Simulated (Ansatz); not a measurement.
# LiCaCl3: complex band structure, part 2 of 4

Wanted: the relaxed cell of LiCaCl3, its band edges and its decay constants. It is built by putting Li for Rb in the RbCaCl3 structure of space group Cm, with the volume rescaled by atomic radii. The parent structure comes from the Materials Project.

Ansatz 0.2.0; PBE DFT, plane waves, PAW files (the session's first sound run).

So far. Step 2 (Cell and atoms at rest): The largest force component on a free atom ends at 0.0016 eV/Å.

The structure was built from a prototype and need not be the compound's stable phase.

## (3) Band edges

The energy window and the wavevectors of the next steps follow from the band edges, so these are searched first, off the mesh as well.

The input, input.yaml:

```yaml
crystal:
  lattice:
    - [3.9784289064, -3.7636274423, -0.1517808176]
    - [3.9784289064, 3.7636274423, -0.1517808176]
    - [-0.2157801841, 0.0, 5.4740147174]
  atoms:
    - { symbol: Li, position: [0.1664472973, 0.1664472973, -0.152135513] }
    - { symbol: Ca, position: [0.48199165, 0.48199165, 0.5323563077] }
    - { symbol: Cl, position: [-0.0242355395, 0.4418271621, 0.5724430518] }
    - { symbol: Cl, position: [0.4418759401, 0.4418759401, 0.0385211016] }
    - { symbol: Cl, position: [0.4418271621, -0.0242355395, 0.5724430518] }
kpoints:
  mp_grid: { grid: [6, 6, 6] }
  band_path: { path: [VBM, CBM], npoints: 30 }
scf:
  occupations: { method: fixed }
hamiltonian:
  xc: pbe
output:
  eigenvalues: true
  write_potential: true
  write_density: true
  volumetric_format: npy
```

The run is started by

```
> ansatz run input.yaml --threads 2 --pin off --max-ram 4096MiB --backend cpu --events-out ev --progress --plain --runs-dir out
```

Numbers of over 12 decimals in the logs are rounded to 6 here.

The log of the run:

```text
[...]
Crystal: 5 atoms, lattice volume = 163.682 Å³
Basis set: ecut = 420 eV, 3233 PW (Γ)
Bands: 22, of which v1, the nominal top of the filled ones, is band 17 counted from 1 (16 counted from 0)
Symmetry: 2 space group operations
[...]
k-points: 68 of 216 (time reversal used)
[...]
SCF iter   1: F=—  HF=-5270.389287 eV  |F-HF|=—  |Δ(HF+E_count)|=         —  Δρ=6.83e-4  dr2=1.31e-3  ethr=1.77e-3  ⟨swp⟩=6.1  Hψ=7281  notcnv=0  defer=150
[...]
SCF iter   6: F=-5270.388954 eV  HF=-5270.388954 eV  |F-HF|=1.79e-8  |Δ(HF+E_count)|=   3.04e-7  Δρ=1.62e-6  dr2=7.11e-9  ethr=2.94e-10  ⟨swp⟩=13.3  Hψ=8023  notcnv=0
SCF 1 converged in 6 iterations: F = -5270.388954 eV  dr2 = 7.11e-9
[...]
NSCF: frozen V_eff on 68 k-points
[...]
WARN: The input density's exchange-correlation potential varies sharply where the density is thin. Do not read a vacuum level from v_tot or v_xc, or from such a field of the output density. On a cell that repeats whose density bears no net charge and no dipole along the vacuum's axis use v_es (v_loc + v_h of the components); under efield.dipole_correction with no amplitude use v_es + v_field, which holds any external [...]
SCF converged after 6 iterations
Free energy (F): -5270.388954 eV
[...]
Internal energy: -5270.388954 eV  (E = F + TS)
E sigma→0 (E₀):  -5270.388954 eV
Fermi energy:    -0.522158 eV
[...]
--- Band table (eV; the first three rows and the last of 68) ---
  k-point 0: bands = [... 13 lower, -1.2403, -0.9297, -0.9295, -0.8450, 4.3854, 5.1339, 5.1653, 5.1656, ... 1 higher]
  k-point 1: bands = [... 13 lower, -1.3215, -1.0297, -0.9767, -0.8713, 4.5949, 5.1618, 5.2382, 5.3343, ... 1 higher]
  k-point 2: bands = [... 13 lower, -1.5225, -1.1234, -1.1086, -0.8913, 5.0252, 5.2616, 5.5557, 5.7101, ... 1 higher]
  k-point 67: bands = [... 13 lower, -1.9054, -0.8462, -0.8461, -0.5222, 5.6251, 6.3869, 6.3873, 6.4264, ... 1 higher]
```

Run time: 28 s. Hardware: 2 threads of Arm Neoverse V2, shared host; peak memory 0.47 GiB.

The column dr2 measures how far the density is from self-consistency, as an energy; F and HF (Harris–Foulkes) agree once it is small.

This step gave:

```
free energy         : -5270.3890 eV
Fermi energy        : -0.5222 eV
gap on the k-mesh   : 4.908 eV
gap on path         : 4.908 eV, by band count; negative where bands overlap
direct gap on path  : 5.230 eV
edge places on path : 0, 1.014 1/A along the path
```

The electronic bands at the labelled points (eV, zero at the Fermi level (highest filled level under fixed occupations); v1 is the highest filled band, c1 the lowest empty one):

| point | v4 | v3 | v2 | v1 | c1 | c2 | c3 | c4 |
| --- | --- | --- | --- | --- | --- | --- | --- | --- |
| VBM | -1.38 | -0.32 | -0.32 | 0.00 | 6.15 | 6.91 | 6.91 | 6.95 |
| halfway | -1.09 | -0.64 | -0.54 | -0.30 | 5.75 | 6.13 | 6.27 | 6.45 |
| CBM | -0.72 | -0.41 | -0.41 | -0.32 | 4.91 | 5.66 | 5.69 | 5.69 |

The searched edges give 4.91 eV, as on the mesh.

## (4) Decaying states in the gap, plane (001), k-mesh 4×4×4

This step: PBE DFT, plane waves, PAW files; complex bands by layer matching along the plane's normal (Ansatz 0.2.0).

The same crystal is laid in a cell whose first two vectors span the (001) plane (indices of the standard conventional cell, whose axes can be ordered otherwise than in the bulk input). At fixed energy and wavevector in the plane the solver finds all kz, real and complex. A few wavevectors are listed, (0, 0), (-0.5, -0.5) and (0.5, 0) in units of the plane's reciprocal vectors; the slowest state needn't be among them.

The input, input.yaml:

```yaml
crystal:
  lattice:
    - [5.478670049, 0.0, 0.0]
    - [0.307746669, 5.47001988, 0.0]
    - [-0.308344276, -0.291484247, 5.461809128]
  atoms:
    - { symbol: Li, position: [0.1664472973, 0.1664472973, 0.847864487] }
    - { symbol: Ca, position: [0.48199165, 0.48199165, 0.5323563077] }
    - { symbol: Cl, position: [0.9757644605, 0.4418271621, 0.5724430518] }
    - { symbol: Cl, position: [0.4418759401, 0.4418759401, 0.0385211016] }
    - { symbol: Cl, position: [0.4418271621, 0.9757644605, 0.5724430518] }
kpoints:
  mp_grid: { grid: [4, 4, 4] }
scf:
  occupations: { method: fixed }
hamiltonian:
  xc: pbe
output:
  eigenvalues: true
  transmission:
    leads: [[0, 0]]
    kpoints: [[0.0, 0.0], [-0.5, -0.5], [0.5, 0.0]]
    e_range: [-1.0, 5.91]
    de: 0.17
```

The log of the run:

```text
[...]
Crystal: 5 atoms, lattice volume = 163.682 Å³
Basis set: ecut = 420 eV, 3233 PW (Γ)
Bands: 22, of which v1, the nominal top of the filled ones, is band 17 counted from 1 (16 counted from 0)
Symmetry: 2 space group operations
[...]
k-points: 24 of 64 (time reversal used)
[...]
SCF iter   1: F=—  HF=-5270.389203 eV  |F-HF|=—  |Δ(HF+E_count)|=         —  Δρ=6.83e-4  dr2=1.31e-3  ethr=1.77e-3  ⟨swp⟩=6.1  Hψ=2572  notcnv=0  defer=59
[...]
SCF iter   6: F=-5270.388883 eV  HF=-5270.388883 eV  |F-HF|=1.81e-8  |Δ(HF+E_count)|=   3.12e-7  Δρ=1.62e-6  dr2=7.15e-9  ethr=2.94e-10  ⟨swp⟩=13.5  Hψ=2842  notcnv=0
SCF 1 converged in 6 iterations: F = -5270.388883 eV  dr2 = 7.15e-9
[...]
transmission: 9 of 27 steps passed
transmission: 18 of 27 steps passed
transmission: 27 of 27 steps passed
SCF converged after 6 iterations
Free energy (F): -5270.388883 eV
[...]
Internal energy: -5270.388883 eV  (E = F + TS)
E sigma→0 (E₀):  -5270.388883 eV
Fermi energy:    -0.522127 eV
[...]
--- Band table (eV; the first three rows and the last of 24) ---
  k-point 0: bands = [... 13 lower, -1.2403, -0.9297, -0.9295, -0.8450, 4.3854, 5.1339, 5.1652, 5.1655, ... 1 higher]
  k-point 1: bands = [... 13 lower, -1.4270, -1.0886, -1.0389, -0.8839, 4.8117, 5.1912, 5.3720, 5.5145, ... 1 higher]
  k-point 2: bands = [... 13 lower, -1.5794, -1.1840, -1.1463, -0.8964, 5.1398, 5.5563, 5.8312, 5.9299, ... 1 higher]
  k-point 23: bands = [... 13 lower, -1.9054, -0.8462, -0.8461, -0.5221, 5.6251, 6.3869, 6.3873, 6.4264, ... 1 higher]
--- Transmission ---
  basis      : 265 plane waves across, 9 finite elements along
  points     : 3, as listed
  energies   : 41 from -1.000000 to 5.800000 eV about the Fermi level, 0.170000 eV apart; the leads are filled to 2.453764 eV, and channels, transmission and decay are at 2.400000 eV
  crystal 0  : Ca1Cl3Li1, at the sites [0, 0], period 5.4618 Å: whole cells are its period
    offset         : up to 0.0000 Å between an atom of the period and one for which it stands
    channels       : 0.000000e0 a spin
    conductance    : none, the energies end too early or step too widely for 300 K: set another output.transmission.e_range or a lower de, or, where they end at an eighth of basis.ecutwfc, a higher one
    slowest decay  : 0.4082 /Å at (0.0000, 0.0000)
```

The job ended after 51 s (2 threads; peak memory 0.74 GiB; 82 s of CPU time).

Numbers from this step:

| Item | Value |
| --- | --- |
| free energy | -5270.3889 eV |
| Fermi energy | -0.5221 eV |
| level to which the leads are filled | 2.454 eV from the Fermi level |
| decay constant at the filling level, zone centre | 0.4082 Å⁻¹ |
| decay constant at the filling level, slowest listed point | 0.4082 Å⁻¹ |

K parallel (0, 0); values up to 1.5 1/Å, a degenerate pair printed once or twice; energies at which all values exceed this have no row. The Im kz of the slowest decaying states by energy, zero at the highest filled level on the SCF mesh:

| energy (eV) | decay 1 (Å⁻¹) | decay 2 (Å⁻¹) | decay 3 (Å⁻¹) | decay 4 (Å⁻¹) |
| --- | --- | --- | --- | --- |
| -1.00 | 0.312 | 0.442 | 0.978 | 1.06 |
| -0.66 | 0.189 | 0.269 | 0.483 | 0.627 |
| -0.49 | 0.445 | 0.648 | 0.980 | 1.48 |
| -0.15 | 0.222 | 0.289 | 0.527 | 0.542 |
| 0.02 | 0.267 | 0.369 | 0.549 | 0.590 |
| 0.36 | 0.323 | 0.460 | 0.577 | 0.640 |
| 0.70 | 0.357 | 0.513 | 0.592 | 0.666 |
| 0.87 | 0.370 | 0.531 | 0.597 | 0.675 |
| 1.21 | 0.389 | 0.556 | 0.600 | 0.685 |
| 1.38 | 0.395 | 0.565 | 0.599 | 0.688 |
| 1.72 | 0.404 | 0.575 | 0.594 | 0.691 |
| 2.06 | 0.409 | 0.578 | 0.585 | 0.689 |
| 2.23 | 0.409 | 0.577 | 0.578 | 0.687 |
| 2.57 | 0.406 | 0.562 | 0.570 | 0.681 |
| 2.74 | 0.403 | 0.553 | 0.565 | 0.676 |
| 3.08 | 0.393 | 0.532 | 0.551 | 0.666 |
| 3.42 | 0.376 | 0.507 | 0.531 | 0.654 |
| 3.59 | 0.364 | 0.493 | 0.519 | 0.647 |
| 3.93 | 0.333 | 0.462 | 0.490 | 0.631 |
| 4.10 | 0.311 | 0.445 | 0.473 | 0.622 |
| 4.44 | 0.252 | 0.407 | 0.433 | 0.602 |
| 4.78 | 0.140 | 0.362 | 0.382 | 0.580 |
| 4.95 | 0.336 | 0.351 | 0.568 | 0.780 |
| 5.29 | 0.268 | 0.272 | 0.541 | 0.643 |
| 5.46 | 0.208 | 0.227 | 0.526 | 0.528 |
| 5.80 | 0.197 | 0.391 | 0.493 | 0.835 |

K parallel (-0.5, -0.5); values up to 1.5 1/Å, a degenerate pair printed once or twice; energies at which all values exceed this have no row. Im kz of the slowest decaying states against energy, zero at the highest filled level on the SCF mesh:

| energy (eV) | decay 1 (Å⁻¹) | decay 2 (Å⁻¹) | decay 3 (Å⁻¹) | decay 4 (Å⁻¹) |
| --- | --- | --- | --- | --- |
| -1.00 | 0.078 | 0.178 | 0.817 | 0.982 |
| -0.66 | 0.327 | 0.873 | 1.00 | 1.09 |
| -0.32 | 0.0382 | 0.0734 | 0.390 | 0.792 |
| 0.02 | 0.104 | 0.340 | 0.428 | 0.927 |
| 0.36 | 0.392 | 0.453 | 0.470 | 0.924 |
| 0.70 | 0.471 | 0.533 | 0.579 | 0.890 |
| 1.04 | 0.482 | 0.696 | 0.740 | 0.796 |
| 1.38 | 0.490 | 0.740 | 0.752 | 0.889 |
| 1.72 | 0.495 | 0.737 | 0.752 | 0.877 |
| 2.06 | 0.497 | 0.730 | 0.747 | 0.861 |
| 2.40 | 0.496 | 0.719 | 0.739 | 0.842 |
| 2.74 | 0.493 | 0.705 | 0.728 | 0.819 |
| 3.08 | 0.488 | 0.687 | 0.713 | 0.793 |
| 3.42 | 0.482 | 0.666 | 0.695 | 0.764 |
| 3.76 | 0.474 | 0.642 | 0.674 | 0.732 |
| 4.10 | 0.464 | 0.613 | 0.650 | 0.695 |
| 4.44 | 0.454 | 0.579 | 0.622 | 0.654 |
| 4.78 | 0.446 | 0.538 | 0.589 | 0.606 |
| 5.12 | 0.444 | 0.484 | 0.550 | 0.551 |
| 5.46 | 0.410 | 0.461 | 0.480 | 0.504 |
| 5.80 | 0.316 | 0.381 | 0.446 | 0.474 |

K parallel (0.5, 0); values up to 1.5 1/Å, a degenerate pair printed once or twice; energies at which all values exceed this have no row. The Im kz of the slowest decaying states by energy, zero at the highest filled level on the SCF mesh:

| energy (eV) | decay 1 (Å⁻¹) | decay 2 (Å⁻¹) | decay 3 (Å⁻¹) | decay 4 (Å⁻¹) |
| --- | --- | --- | --- | --- |
| -1.00 | 0.290 | 0.512 | 0.726 | 0.759 |
| -0.49 | 0.122 | 0.286 | 0.508 | 0.811 |
| 0.02 | 0.283 | 0.315 | 0.518 | 0.548 |
| 0.53 | 0.392 | 0.517 | 0.587 | 0.951 |
| 0.87 | 0.419 | 0.606 | 0.660 | 0.831 |
| 1.38 | 0.444 | 0.618 | 0.748 | 0.997 |
| 1.89 | 0.457 | 0.617 | 0.742 | 0.996 |
| 2.40 | 0.463 | 0.604 | 0.727 | 0.986 |
| 2.91 | 0.465 | 0.582 | 0.705 | 0.968 |
| 3.42 | 0.466 | 0.548 | 0.676 | 0.946 |
| 3.93 | 0.480 | 0.508 | 0.638 | 0.918 |
| 4.27 | 0.443 | 0.504 | 0.608 | 0.898 |
| 4.78 | 0.382 | 0.473 | 0.551 | 0.864 |
| 5.29 | 0.293 | 0.429 | 0.473 | 0.826 |
| 5.80 | 0.235 | 0.324 | 0.411 | 0.725 |

At the listed wavevectors the last open channel is at -0.15 eV and the next at +4.95 eV on the grid. At +2.40 eV, the grid energy nearest the filling level (the middle of the gap on the SCF mesh), the slowest state at the listed wavevectors decays with κ = 0.408 Å⁻¹, its amplitude falling by e over 2.4 Å. Through 1 nm of this crystal that state's transmission falls by exp(−2 × 0.408 Å⁻¹ × 10 Å) = 2.8e-4.

## (5) Decay over the two-dimensional zone

The listed points could miss the slowest state, so one energy near mid-gap is solved on a mesh of 8×8.

input.yaml, as its differences from that of step 4:

```diff
@@ -19,6 +19,2 @@
   eigenvalues: true
-  transmission:
-    leads: [[0, 0]]
-    kpoints: [[0.0, 0.0], [-0.5, -0.5], [0.5, 0.0]]
-    e_range: [-1.0, 5.91]
-    de: 0.17
+  transmission: { leads: [[0, 0]], kmesh: [8, 8], e_range: [2.45, 2.46], de: 0.05 }
```

The log of the run:

```text
[...]
Crystal: 5 atoms, lattice volume = 163.682 Å³
Basis set: ecut = 420 eV, 3233 PW (Γ)
Bands: 22, of which v1, the nominal top of the filled ones, is band 17 counted from 1 (16 counted from 0)
Symmetry: 2 space group operations
[...]
k-points: 24 of 64 (time reversal used)
[...]
SCF iter   1: F=—  HF=-5270.389203 eV  |F-HF|=—  |Δ(HF+E_count)|=         —  Δρ=6.83e-4  dr2=1.31e-3  ethr=1.77e-3  ⟨swp⟩=6.1  Hψ=2572  notcnv=0  defer=59
[...]
SCF iter   6: F=-5270.388883 eV  HF=-5270.388883 eV  |F-HF|=1.81e-8  |Δ(HF+E_count)|=   3.12e-7  Δρ=1.62e-6  dr2=7.15e-9  ethr=2.94e-10  ⟨swp⟩=13.5  Hψ=2842  notcnv=0
SCF 1 converged in 6 iterations: F = -5270.388883 eV  dr2 = 7.15e-9
[...]
transmission: 28 of 147 steps passed
transmission: 56 of 147 steps passed
[...]
transmission: 147 of 147 steps passed
SCF converged after 6 iterations
Free energy (F): -5270.388883 eV
[...]
Internal energy: -5270.388883 eV  (E = F + TS)
E sigma→0 (E₀):  -5270.388883 eV
Fermi energy:    -0.522127 eV
[...]
--- Band table (eV; the first three rows and the last of 24) ---
  k-point 0: bands = [... 13 lower, -1.2403, -0.9297, -0.9295, -0.8450, 4.3854, 5.1339, 5.1652, 5.1655, ... 1 higher]
  k-point 1: bands = [... 13 lower, -1.4270, -1.0886, -1.0389, -0.8839, 4.8117, 5.1912, 5.3720, 5.5145, ... 1 higher]
  k-point 2: bands = [... 13 lower, -1.5794, -1.1840, -1.1463, -0.8964, 5.1398, 5.5563, 5.8312, 5.9299, ... 1 higher]
  k-point 23: bands = [... 13 lower, -1.9054, -0.8462, -0.8461, -0.5221, 5.6251, 6.3869, 6.3873, 6.4264, ... 1 higher]
--- Transmission ---
  basis      : 265 plane waves across, 7 finite elements along
  points     : 21, standing for a mesh of 8 x 8
  energies   : 1 from 2.450000 to 2.450000 eV about the Fermi level; the leads are filled to 2.453764 eV, and channels, transmission and decay are at 2.450000 eV
  crystal 0  : Ca1Cl3Li1, at the sites [0, 0], period 5.4618 Å: whole cells are its period
[...]
channels       : 0.000000e0 a spin
    conductance    : none, crystal 0 has no channel at the energies, or these end too early or step too widely for 300 K: set another output.transmission.e_range or a lower de, or, where they end at an eighth of basis.ecutwfc, a higher one
    slowest decay  : 0.4078 /Å at (0.0000, 0.0000)
```

Wall time 37 s (2 threads); peak memory 0.82 GiB; 74 s of CPU time.

This step gave:

```yaml
least_decay_constant_on_the_mesh: 0.4078 Å⁻¹
```

Slowest decay constant (1/Å; 0 where a channel is open) over k1 and k2. At 2.4500 eV from the Fermi level.

Ten even steps from '0' (0.408) to '9' (0.496):
```
99985789
99974578
78741357
65410145
77531478
98754799
99875899
99976799
```
Columns: k1 (b1) from -0.5 to 0.375; rows upwards: k2 (b2) from -0.5 to 0.375.

The least value on the mesh is 0.408 Å⁻¹ at +2.45 eV. At that energy the listed points give about 0.408 Å⁻¹ by interpolation, so the mesh holds no clearly slower state.

## (6) Decaying states in the gap, plane (100), k-mesh 6×6×6

The same for the (100) plane, at (0, 0) and (-0.5, 0), to see how the decay depends on direction.

The input, input.yaml:

```yaml
crystal:
  lattice:
    - [5.478265986, 0.0, 0.0]
    - [0.0, 7.527254885, 0.0]
    - [-0.308367019, 3.763627442, 3.969363143]
  atoms:
    - { symbol: Li, position: [0.847864487, 0.8335527027, 0.3328945946] }
    - { symbol: Ca, position: [0.5323563077, 0.51800835, 0.9639833] }
    - { symbol: Cl, position: [0.5724430518, 0.5581728379, 0.4175916226] }
    - { symbol: Cl, position: [0.0385211016, 0.5581240599, 0.8837518802] }
    - { symbol: Cl, position: [0.5724430518, 0.0242355395, 0.4175916226] }
kpoints:
  mp_grid: { grid: [6, 6, 6] }
scf:
  occupations: { method: fixed }
hamiltonian:
  xc: pbe
output:
  eigenvalues: true
  transmission:
    leads: [[0, 0]]
    kpoints: [[0.0, 0.0], [-0.5, 0.0]]
    e_range: [-1.0, 5.91]
    de: 0.12
```

The log of the run:

```text
[...]
Crystal: 5 atoms, lattice volume = 163.682 Å³
Basis set: ecut = 420 eV, 3233 PW (Γ)
Bands: 22, of which v1, the nominal top of the filled ones, is band 17 counted from 1 (16 counted from 0)
Symmetry: 2 space group operations
[...]
k-points: 68 of 216 (time reversal used)
[...]
SCF iter   1: F=—  HF=-5270.389114 eV  |F-HF|=—  |Δ(HF+E_count)|=         —  Δρ=6.83e-4  dr2=1.31e-3  ethr=1.77e-3  ⟨swp⟩=6.1  Hψ=7289  notcnv=0  defer=145
[...]
SCF iter   6: F=-5270.388856 eV  HF=-5270.388856 eV  |F-HF|=1.64e-8  |Δ(HF+E_count)|=   2.92e-7  Δρ=1.62e-6  dr2=7.13e-9  ethr=2.94e-10  ⟨swp⟩=13.3  Hψ=7958  notcnv=0
SCF 1 converged in 6 iterations: F = -5270.388856 eV  dr2 = 7.13e-9
[...]
transmission: 6 of 12 steps passed
transmission: 12 of 12 steps passed
SCF converged after 6 iterations
Free energy (F): -5270.388856 eV
[...]
Internal energy: -5270.388856 eV  (E = F + TS)
E sigma→0 (E₀):  -5270.388856 eV
Fermi energy:    -0.522173 eV
[...]
--- Band table (eV; the first three rows and the last of 68) ---
  k-point 0: bands = [... 13 lower, -1.2403, -0.9297, -0.9295, -0.8450, 4.3842, 5.1339, 5.1653, 5.1655, ... 1 higher]
  k-point 1: bands = [... 13 lower, -1.4376, -1.0503, -1.0248, -0.8455, 4.7895, 5.2398, 5.3061, 5.4252, ... 1 higher]
  k-point 2: bands = [... 13 lower, -1.5267, -1.2297, -1.1720, -0.7753, 5.4073, 5.6454, 5.8544, 5.9955, ... 1 higher]
  k-point 67: bands = [... 13 lower, -1.6341, -1.1917, -1.0418, -0.7636, 5.4776, 5.8497, 6.0924, 6.3622, ... 1 higher]
--- Transmission ---
  basis      : 367 plane waves across, 6 finite elements along
  points     : 2, as listed
[...]
crystal 0  : Cl3Ca1Li1, at the sites [0, 0], period 3.9694 Å: whole cells are its period
[...]
channels       : 0.000000e0 a spin
[...]
slowest decay  : 0.4221 /Å at (0.0000, 0.0000)
```

Run time: 97 s. Hardware: 2 threads; peak memory 1.1 GiB; 2.8 min of CPU time.

This step gave:

| Quantity | Value |
| --- | --- |
| Fermi energy | -0.5222 eV |
| gap on the k-mesh | 4.906 eV |
| level to which the leads are filled | 2.453 eV from the Fermi level |
| decay constant at the filling level, zone centre | 0.4220 Å⁻¹ |
| decay constant at the filling level, slowest listed point | 0.4221 Å⁻¹ |

K parallel (0, 0); values up to 1.5 1/Å, a degenerate pair printed once or twice; energies at which all values exceed this have no row. Im kz of the slowest decaying states against energy, zero at the highest filled level on the SCF mesh:

| energy (eV) | decay 1 (Å⁻¹) | decay 2 (Å⁻¹) | decay 3 (Å⁻¹) | decay 4 (Å⁻¹) |
| --- | --- | --- | --- | --- |
| -1.00 | 0.259 | 0.332 | 0.639 | 0.677 |
| -0.64 | 0.159 | 0.377 | 0.401 | 0.697 |
| -0.28 | 0.192 | 0.243 | 0.377 | 0.491 |
| -0.04 | 0.263 | 0.278 | 0.400 | 0.581 |
| 0.08 | 0.304 | 0.335 | 0.445 | 0.624 |
| 0.32 | 0.342 | 0.416 | 0.511 | 0.650 |
| 0.68 | 0.379 | 0.486 | 0.577 | 0.662 |
| 1.04 | 0.403 | 0.528 | 0.623 | 0.677 |
| 1.40 | 0.418 | 0.557 | 0.659 | 0.690 |
| 1.76 | 0.426 | 0.576 | 0.697 | 0.699 |
| 2.12 | 0.427 | 0.589 | 0.696 | 0.703 |
| 2.36 | 0.424 | 0.594 | 0.692 | 0.702 |
| 2.72 | 0.416 | 0.599 | 0.682 | 0.691 |
| 3.08 | 0.400 | 0.601 | 0.665 | 0.666 |
| 3.44 | 0.377 | 0.599 | 0.635 | 0.641 |
| 3.80 | 0.345 | 0.594 | 0.599 | 0.603 |
| 4.16 | 0.298 | 0.556 | 0.557 | 0.583 |
| 4.52 | 0.225 | 0.498 | 0.507 | 0.540 |
| 4.76 | 0.144 | 0.451 | 0.466 | 0.505 |
| 5.12 | 0.362 | 0.389 | 0.438 | 0.553 |
| 5.48 | 0.226 | 0.270 | 0.336 | 0.535 |
| 5.84 | 0.263 | 0.334 | 0.514 | 0.586 |

K parallel (-0.5, 0); values up to 1.5 1/Å, a degenerate pair printed once or twice; energies at which all values exceed this have no row. The Im kz of the slowest decaying states by energy, zero at the highest filled level on the SCF mesh:

| energy (eV) | decay 1 (Å⁻¹) | decay 2 (Å⁻¹) | decay 3 (Å⁻¹) | decay 4 (Å⁻¹) |
| --- | --- | --- | --- | --- |
| -1.000 | 0.136 | 0.335 | 0.578 | 1.03 |
| -0.520 | 0.159 | 0.256 | 0.622 | 1.09 |
| -0.040 | 0.320 | 0.363 | 0.390 | 0.500 |
| 0.440 | 0.389 | 0.417 | 0.592 | 0.603 |
| 1.040 | 0.435 | 0.512 | 0.649 | 0.687 |
| 1.520 | 0.455 | 0.549 | 0.672 | 0.690 |
| 2.000 | 0.464 | 0.572 | 0.683 | 0.687 |
| 2.480 | 0.465 | 0.583 | 0.680 | 0.684 |
| 2.960 | 0.458 | 0.587 | 0.670 | 0.676 |
| 3.440 | 0.445 | 0.585 | 0.659 | 0.662 |
| 4.040 | 0.416 | 0.575 | 0.635 | 0.663 |
| 4.520 | 0.382 | 0.561 | 0.599 | 0.607 |
| 5.000 | 0.330 | 0.518 | 0.534 | 0.542 |
| 5.480 | 0.214 | 0.413 | 0.435 | 0.518 |

At the listed wavevectors the last open channel is at -0.04 eV and the next at +5.00 eV on the grid. At +2.48 eV, the grid energy nearest the filling level (the middle of the gap on the SCF mesh), the slowest state at the listed wavevectors decays with κ = 0.422 Å⁻¹, its amplitude falling by e over 2.4 Å; the first such run, plane (001), gave 0.408 Å⁻¹.

(Part 2 of 4 ends here.)

[Logs are printed without paths, hosts, clocks, repeated set-up lines and the standing remarks that a program may print on its own settings, such as how far it seeks lower states.]

[Hosts, paths, dates, database ids (printed as entryN), source tags and the programs' standing remarks are cut or masked in the printed files.]
